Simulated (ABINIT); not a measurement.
# Ba2ScCuO4 (P4/mmm): changed settings of a GW run in ABINIT

A base run on Ba2ScCuO4 (P4/mmm), then changed inputs.

Program: ABINIT 10.8.3. Level of theory: PBEsol and many-body steps on it, plane waves. Results are calculated unless marked as measured.

In doubt: a PseudoDojo file used here is known to give poor structures and forces, which bears on pressures, cells, forces and phonons.

## 1. The starting structure

The structure is tetragonal, space group P4/mmm (No. 123). The conventional cell has a = 4.177 Å, b = 4.177 Å, c = 8.079 Å, α = 90.00°, β = 90.00°, γ = 90.00°. Nearest to Ba lie 8 O at 2.81 to 2.97 Å. Nearest to Sc lie 6 O at 2.09 to 2.22 Å. Nearest to Cu lie 2 O at 1.82 Å. Nearest to O lie 2 Sc at 2.09 Å and 4 Ba at 2.81 Å. Nearest to O lie 1 Cu at 1.82 Å and 1 Sc at 2.22 Å and 4 Ba at 2.97 Å. Farther neighbours and most contacts between anions are not listed.

The cell and positions are those that the Materials Project relaxed with its own functionals (PBE, PBE+U or r2SCAN), kept fixed. Spin-orbit coupling is left out unless a step names it.

## 2. Screening, 2×2×1 mesh, 130 bands, screening to 114.3 eV

This step: ABINIT 10.8.3; RPA screening on PBEsol, plane waves, norm-conserving pseudopotentials.

The RPA dielectric matrix is built and inverted for each q.

The input, run.abi:

```
acell 3*1.0 Angstrom
rprim 
  4.176956000000 0.000000000000 0.000000000000
  0.000000000000 4.176956000000 0.000000000000
  0.000000000000 0.000000000000 8.078857000000
ntypat 4
znucl 56 21 29 8
natom 8
typat 1 1 2 3 4 4 4 4
xred 
  0.500000000000 0.500000000000 0.767977000000
  0.500000000000 0.500000000000 0.232023000000
  0.000000000000 0.000000000000 0.000000000000
  0.000000000000 0.000000000000 0.500000000000
  0.000000000000 0.500000000000 0.000000000000
  0.500000000000 0.000000000000 0.000000000000
  0.000000000000 0.000000000000 0.724671000000
  0.000000000000 0.000000000000 0.275329000000
pp_dirpath "pseudos"
pseudos "Ba.upf, Sc.upf, Cu.upf, O.upf"
ecut 42
ngkpt 2 2 1
nshiftk 1
shiftk 0 0 0
kptopt 1
chksymbreak 0
istwfk *1
occopt 1
irdwfk 1
optdriver 3
nband 130
ecuteps 4.2
inclvkb 2
awtr 1
symchi 1
indata_prefix "in"
outdata_prefix "out"
tmpdata_prefix "tmp"
```

The run is started by

```sh
$ OMP_NUM_THREADS=1 mpirun -n 4 abinit run.abi > log
```

Log:

```text
.Version 10.8.3 of ABINIT. v10.8.2 released Aug 2026.

 Symmetries : space group P4/m m m (#123); Bravais tP (primitive tetrag.)
[... echo of the input left out ...]
== DATASET  1 ==================================================================
-   mpi_nproc: 4, omp_nthreads: 1 (-1 if OMP is not activated)

--- !DatasetInfo
iteration_state: {dtset: 1, }
dimensions: {natom: 8, nkpt: 3, mband: 130, nsppol: 1, nspinor: 1, nspden: 1, mpw: 12409, }
cutoff_energies: {ecut:  42.0, pawecutdg:  -1.0, }
electrons: {nelect:   7.40000000E+01, charge:   0.00000000E+00, occopt:   1.00000000E+00, tsmear:   1.00000000E-02, }

 SCREENING: Calculation of the susceptibility and dielectric matrices

 Based on a program developped by R.W. Godby, V. Olevano, G. Onida, and L. Reining.
 Incorporated in ABINIT by V. Olevano, G.-M. Rignanese, and M. Torrent.
.Using double precision arithmetic ; gwpc =  8

[... cell and pseudopotentials left out ...]
--------------------------------------------------------------------------------

 ==== K-mesh for the wavefunctions ====
 Number of points in the irreducible wedge :     3
[... list of points left out ...]
 Together with 16 symmetry operations and time-reversal symmetry
 yields     4 points in the full Brillouin Zone.

 ==== Q-mesh for the screening function ====
 Number of points in the irreducible wedge :     3
[... list of points left out ...]
 Together with 16 symmetry operations and time-reversal symmetry
 yields     4 points in the full Brillouin Zone.

 setmesh: FFT mesh size selected  =    32x   32x   60
          total number of points  =        61440

 vcoul_init : cutoff-mode = AUXILIARY_FUNCTION
 q-points for optical limit:   1
     1)      0.000010    0.000020    0.000030

- screening: taking advantage of time-reversal symmetry
- Maximum band index for partially occupied states nbvw = 37
- Remaining bands to be divided among processors   nbcw = 93
- Number of bands treated by each node ~23

 Number of electrons calculated from density =   74.0000; Expected =   74.0000
 average of density, n =  0.077797
 r_s =    1.4532
 omega_plasma =   26.9053 [eV]

 calculating chi0 at frequencies [eV] :
  1    0.000000E+00    0.000000E+00
  2    0.000000E+00    2.690533E+01

--------------------------------------------------------------------------------
  q-point number  1        q = ( 0.000000, 0.000000, 0.000000) [r.l.u.]
--------------------------------------------------------------------------------
[... chi0 elements left out ...]
 For q-point:  0.000010 0.000020 0.000030
  dielectric constant =   5.1966
  dielectric constant without local fields =   5.8361

  Average fulfillment of the sum rule on Im[epsilon] for q-point    1 :     47.17  [%]
[... wings left out ...]
  q-point number  2        q = ( 0.500000, 0.000000, 0.000000) [r.l.u.]
--------------------------------------------------------------------------------
[... chi0 elements left out ...]
  Average fulfillment of the sum rule on Im[epsilon] for q-point    2 :     49.43  [%]

 [... 1 further q-points ...]
```

Elapsed: 39 s, on 4 MPI ranks of Arm Neoverse V2, shared host; peak memory 1.6 GiB.

Numbers from this step:

```
ε∞ with local fields, on this mesh, along the program's q direction : 5.197
the same without local fields                                       : 5.836
plasma frequency                                                    : 26.91 eV
plane waves in the screening matrix                                 : 379
```

Local fields lower ε∞ by 11 %. On a Γ-centred mesh this coarse the value itself is usually too large, while a short band sum pulls it down.

## 3. Base

The self-energy is evaluated for the states that the input lists, and the levels follow from it, in one-shot runs by the linearised quasiparticle equation.

This step: G0W0 on PBEsol, plane waves, norm-conserving pseudopotentials.

Changes to run.abi since step 2:

```diff
@@ -29,8 +29,19 @@
 irdwfk 1
-optdriver 3
+optdriver 4
 nband 130
+gwcalctyp 0
+ecutsigx 42
+symsigma 1
+nkptgw 3
+kptgw 
+  0.5000000000 0.5000000000 0.0000000000
+  0.5000000000 0.0000000000 0.0000000000
+  0.0000000000 0.0000000000 0.0000000000
+bdgw 
+  36 39
+  36 39
+  36 39
 ecuteps 4.2
-inclvkb 2
-awtr 1
-symchi 1
+irdscr 1
+ppmodel 1
 indata_prefix "in"
```

Log:

```text
.Version 10.8.3 of ABINIT. v10.8.2 released Aug 2026.

 Symmetries : space group P4/m m m (#123); Bravais tP (primitive tetrag.)
[... echo of the input left out ...]
== DATASET  1 ==================================================================
-   mpi_nproc: 4, omp_nthreads: 1 (-1 if OMP is not activated)

--- !DatasetInfo
iteration_state: {dtset: 1, }
dimensions: {natom: 8, nkpt: 3, mband: 130, nsppol: 1, nspinor: 1, nspden: 1, mpw: 12409, }
cutoff_energies: {ecut:  42.0, pawecutdg:  -1.0, }
electrons: {nelect:   7.40000000E+01, charge:   0.00000000E+00, occopt:   1.00000000E+00, tsmear:   1.00000000E-02, }

 SIGMA: Calculation of the GW corrections

 Based on a program developped by R.W. Godby, V. Olevano, G. Onida, and L. Reining.
 Incorporated in ABINIT by V. Olevano, G.-M. Rignanese, and M. Torrent.
.Using double precision arithmetic ; gwpc =  8

[... cell and pseudopotentials left out ...]
--------------------------------------------------------------------------------

 ==== K-mesh for the wavefunctions ====
 Number of points in the irreducible wedge :     3
[... list of points left out ...]
 Together with 16 symmetry operations and time-reversal symmetry
 yields     4 points in the full Brillouin Zone.

 ==== Q-mesh for screening function ====
 Number of points in the irreducible wedge :     3
[... list of points left out ...]
 Together with 16 symmetry operations and time-reversal symmetry
 yields     4 points in the full Brillouin Zone.

 vcoul_init : cutoff-mode = AUXILIARY_FUNCTION
 q-points for optical limit:   1
     1)      0.000010    0.000020    0.000030
 setmesh: FFT mesh size selected  =    48x   48x   90
          total number of points  =       207360

 Number of electrons calculated from density =   74.0000; Expected =   74.0000
 average of density, n =  0.077797
 r_s =    1.4532
 omega_plasma =   26.9053 [eV]

 === KS Band Gaps ===
  >>>> For spin  1
   Minimum direct gap =   1.9952 [eV], located at k-point      :   0.5000  0.0000  0.0000
   Fundamental gap    =   1.9562 [eV], Top of valence bands at :   0.5000  0.5000  0.0000
                                       Bottom of conduction at :   0.5000  0.0000  0.0000
 SIGMA fundamental parameters:
 PLASMON POLE MODEL  1
 number of plane-waves for SigmaX                12409
 number of plane-waves for SigmaC and W            379
 number of plane-waves for wavefunctions         12409
 number of bands                                   130
 number of independent spin polarizations            1
 number of spinorial components                      1
 number of k-points in IBZ                           3
 number of q-points in IBZ                           3
 number of symmetry operations                      16
 number of k-points in BZ                            4
 number of q-points in BZ                            4
 number of frequencies for dSigma/dE                 9
 frequency step for dSigma/dE [eV]                0.25
 number of omega for Sigma on real axis              0
 max omega for Sigma on real axis  [eV]           0.00
 zcut for avoiding poles [eV]                     0.10

 EPSILON^-1 parameters (SCR file):
 dimension of the eps^-1 matrix on file            379
 dimension of the eps^-1 matrix used               379
 number of plane-waves for wavefunctions         12409
 number of bands                                   130
 number of q-points in IBZ                           3
 number of frequencies                               2
 number of real frequencies                          1
 number of imag frequencies                          1

 matrix elements of self-energy operator (all in [eV])

 Perturbative Calculation

--- !SelfEnergy_ee
iteration_state: {dtset: 1, }
kpoint     : [   0.500,    0.500,    0.000, ]
spin       : 1
KS_gap     :    2.491
QP_gap     :    3.382
Delta_QP_KS:    0.892
data: !SigmaeeData |
     Band     E0 <VxcDFT>   SigX SigC(E0)      Z dSigC/dE  Sig(E)    E-E0       E
       36   5.325 -25.764 -32.578   6.632   0.736  -0.358 -25.898  -0.133   5.192
       37   5.325 -25.764 -32.578   6.632   0.736  -0.358 -25.898  -0.133   5.192
       38   7.816 -10.010  -5.947  -3.143   0.824  -0.213  -9.252   0.759   8.574
       39   7.816 -10.010  -5.947  -3.143   0.824  -0.213  -9.252   0.759   8.574

--- !SelfEnergy_ee
iteration_state: {dtset: 1, }
kpoint     : [   0.500,    0.000,    0.000, ]
spin       : 1
KS_gap     :    1.995
QP_gap     :    2.764
Delta_QP_KS:    0.769
data: !SigmaeeData |
     Band     E0 <VxcDFT>   SigX SigC(E0)      Z dSigC/dE  Sig(E)    E-E0       E
       36   4.822 -26.669 -33.888   6.932   0.733  -0.365 -26.879  -0.210   4.612
       37   5.286 -25.135 -31.781   6.483   0.738  -0.355 -25.255  -0.120   5.166
[...]
--- !SelfEnergy_ee
iteration_state: {dtset: 1, }
kpoint     : [   0.000,    0.000,    0.000, ]
spin       : 1
KS_gap     :    2.402
QP_gap     :    3.745
Delta_QP_KS:    1.343
data: !SigmaeeData |
     Band     E0 <VxcDFT>   SigX SigC(E0)      Z dSigC/dE  Sig(E)    E-E0       E
[...]
37   5.102 -25.786 -32.614   6.627   0.736  -0.359 -25.933  -0.148   4.954
       38   7.504 -19.036 -15.069  -2.456   0.791  -0.265 -17.841   1.195   8.699
       39   8.620 -15.445  -8.319  -4.525   0.799  -0.251 -13.366   2.079  10.699

 New Fermi energy :        2.411143E-01 Ha ,    6.561054E+00 eV

 === QP Band Gaps ===
  >>>> For spin  1
   Minimum direct gap =   2.7644 [eV], located at k-point      :   0.5000  0.0000  0.0000
   Fundamental gap    =   2.7385 [eV], Top of valence bands at :   0.5000  0.5000  0.0000
                                       Bottom of conduction at :   0.5000  0.0000  0.0000

== END DATASET(S) ==============================================================
================================================================================

 -outvars: echo values of variables after computation  --------
           etotal      0.0000000000E+00
            nband         130
             nkpt           3
          spgroup         123
 [... the other variables as echoed above ...]

 Calculation completed.
```

The job ended after 14 s (4 MPI ranks; peak memory 1 GiB).

This step gave:

```
G0W0 gap on the points computed              : 2.738 eV
starting gap on the mesh                     : 1.956 eV
k of the valence top                         : 0.5, 0.5, 0
k of the conduction bottom                   : 0.5, 0, 0
Z at the valence top                         : 0.736
Z at the conduction bottom                   : 0.826
least direct G0W0 gap on the computed points : 2.764 eV
```

The gap on the mesh goes from 1.96 eV to 2.74 eV, a correction of +0.78 eV.

## 4. Exchange cutoff

Changes to run.abi since step 3:

```diff
@@ -32,3 +32,3 @@
 gwcalctyp 0
-ecutsigx 42
+ecutsigx 12.6
 symsigma 1
```

Log:

```text
.Version 10.8.3 of ABINIT. v10.8.2 released Aug 2026.

 Symmetries : space group P4/m m m (#123); Bravais tP (primitive tetrag.)
[... echo of the input left out ...]
== DATASET  1 ==================================================================
-   mpi_nproc: 4, omp_nthreads: 1 (-1 if OMP is not activated)

--- !DatasetInfo
iteration_state: {dtset: 1, }
dimensions: {natom: 8, nkpt: 3, mband: 130, nsppol: 1, nspinor: 1, nspden: 1, mpw: 12409, }
cutoff_energies: {ecut:  42.0, pawecutdg:  -1.0, }
electrons: {nelect:   7.40000000E+01, charge:   0.00000000E+00, occopt:   1.00000000E+00, tsmear:   1.00000000E-02, }

 SIGMA: Calculation of the GW corrections

 Based on a program developped by R.W. Godby, V. Olevano, G. Onida, and L. Reining.
 Incorporated in ABINIT by V. Olevano, G.-M. Rignanese, and M. Torrent.
.Using double precision arithmetic ; gwpc =  8

[... cell and pseudopotentials left out ...]
--------------------------------------------------------------------------------

 ==== K-mesh for the wavefunctions ====
 Number of points in the irreducible wedge :     3
[... list of points left out ...]
 Together with 16 symmetry operations and time-reversal symmetry
 yields     4 points in the full Brillouin Zone.

 ==== Q-mesh for screening function ====
 Number of points in the irreducible wedge :     3
[... list of points left out ...]
 Together with 16 symmetry operations and time-reversal symmetry
 yields     4 points in the full Brillouin Zone.

 vcoul_init : cutoff-mode = AUXILIARY_FUNCTION
 q-points for optical limit:   1
     1)      0.000010    0.000020    0.000030
 setmesh: FFT mesh size selected  =    36x   36x   72
          total number of points  =        93312

 Number of electrons calculated from density =   74.0000; Expected =   74.0000
[...]
Perturbative Calculation

--- !SelfEnergy_ee
iteration_state: {dtset: 1, }
kpoint     : [   0.500,    0.500,    0.000, ]
spin       : 1
KS_gap     :    2.491
QP_gap     :    1.972
Delta_QP_KS:   -0.518
data: !SigmaeeData |
     Band     E0 <VxcDFT>   SigX SigC(E0)      Z dSigC/dE  Sig(E)    E-E0       E
       36   5.325 -25.764 -30.552   6.632   0.736  -0.358 -24.406   1.358   6.684
       37   5.325 -25.764 -30.552   6.632   0.736  -0.358 -24.406   1.358   6.684
       38   7.816 -10.010  -5.848  -3.143   0.824  -0.213  -9.170   0.840   8.656
[...]
--- !SelfEnergy_ee
iteration_state: {dtset: 1, }
kpoint     : [   0.500,    0.000,    0.000, ]
spin       : 1
KS_gap     :    1.995
QP_gap     :    1.465
Delta_QP_KS:   -0.531
data: !SigmaeeData |
     Band     E0 <VxcDFT>   SigX SigC(E0)      Z dSigC/dE  Sig(E)    E-E0       E
[...]
--- !SelfEnergy_ee
iteration_state: {dtset: 1, }
kpoint     : [   0.000,    0.000,    0.000, ]
spin       : 1
KS_gap     :    2.402
QP_gap     :    3.311
Delta_QP_KS:    0.909
data: !SigmaeeData |
     Band     E0 <VxcDFT>   SigX SigC(E0)      Z dSigC/dE  Sig(E)    E-E0       E
[...]
38   7.504 -19.036 -13.632  -2.456   0.791  -0.265 -16.705   2.331   9.835
       39   8.620 -15.445  -8.115  -4.525   0.799  -0.251 -13.204   2.241  10.861

 New Fermi energy :        2.698065E-01 Ha ,    7.341808E+00 eV

 === QP Band Gaps ===
  >>>> For spin  1
   Minimum direct gap =   1.4646 [eV], located at k-point      :   0.5000  0.0000  0.0000
   Fundamental gap    =   1.3165 [eV], Top of valence bands at :   0.5000  0.5000  0.0000
                                       Bottom of conduction at :   0.5000  0.0000  0.0000

== END DATASET(S) ==============================================================
================================================================================

 -outvars: echo values of variables after computation  --------
           etotal      0.0000000000E+00
            nband         130
             nkpt           3
          spgroup         123
 [... the other variables as echoed above ...]

 Calculation completed.
```

It took 13 s on 4 MPI ranks; peak memory 0.99 GiB.

This step gave:

| Item | Value |
| --- | --- |
| G0W0 gap on the points computed | 1.316 eV |
| starting gap on the mesh | 1.956 eV |
| k of the valence top | 0.5, 0.5, 0 |
| k of the conduction bottom | 0.5, 0, 0 |
| Z at the valence top | 0.736 |
| Z at the conduction bottom | 0.826 |
| least direct G0W0 gap on the computed points | 1.465 eV |

(Part 1 of 2 ends here.)

[Paths, hosts, dates, memory and timing lines, banners, echoed tables and standing remarks are left out of the program output.]

[Logs are printed without paths, hosts, clocks, repeated set-up lines and the standing remarks that a program may print on its own settings, such as how far it seeks lower states.]

[Runs of the session that timed out or met a known fault of the program may be left out.]

[Hosts, paths, dates, database ids (printed as entryN), source tags and the programs' standing remarks are cut or masked in the printed files.]

[G0W0 gaps are taken among the corrected bands and points alone; a level outside them can change the order at an edge.]

[Where Ansatz stands beside ABINIT at settings called matched, ABINIT's density can come from a denser mesh and the files from another edition; pairs whose starting gaps differed by over 0.03 eV were left out, so agreement reads better than it is.]
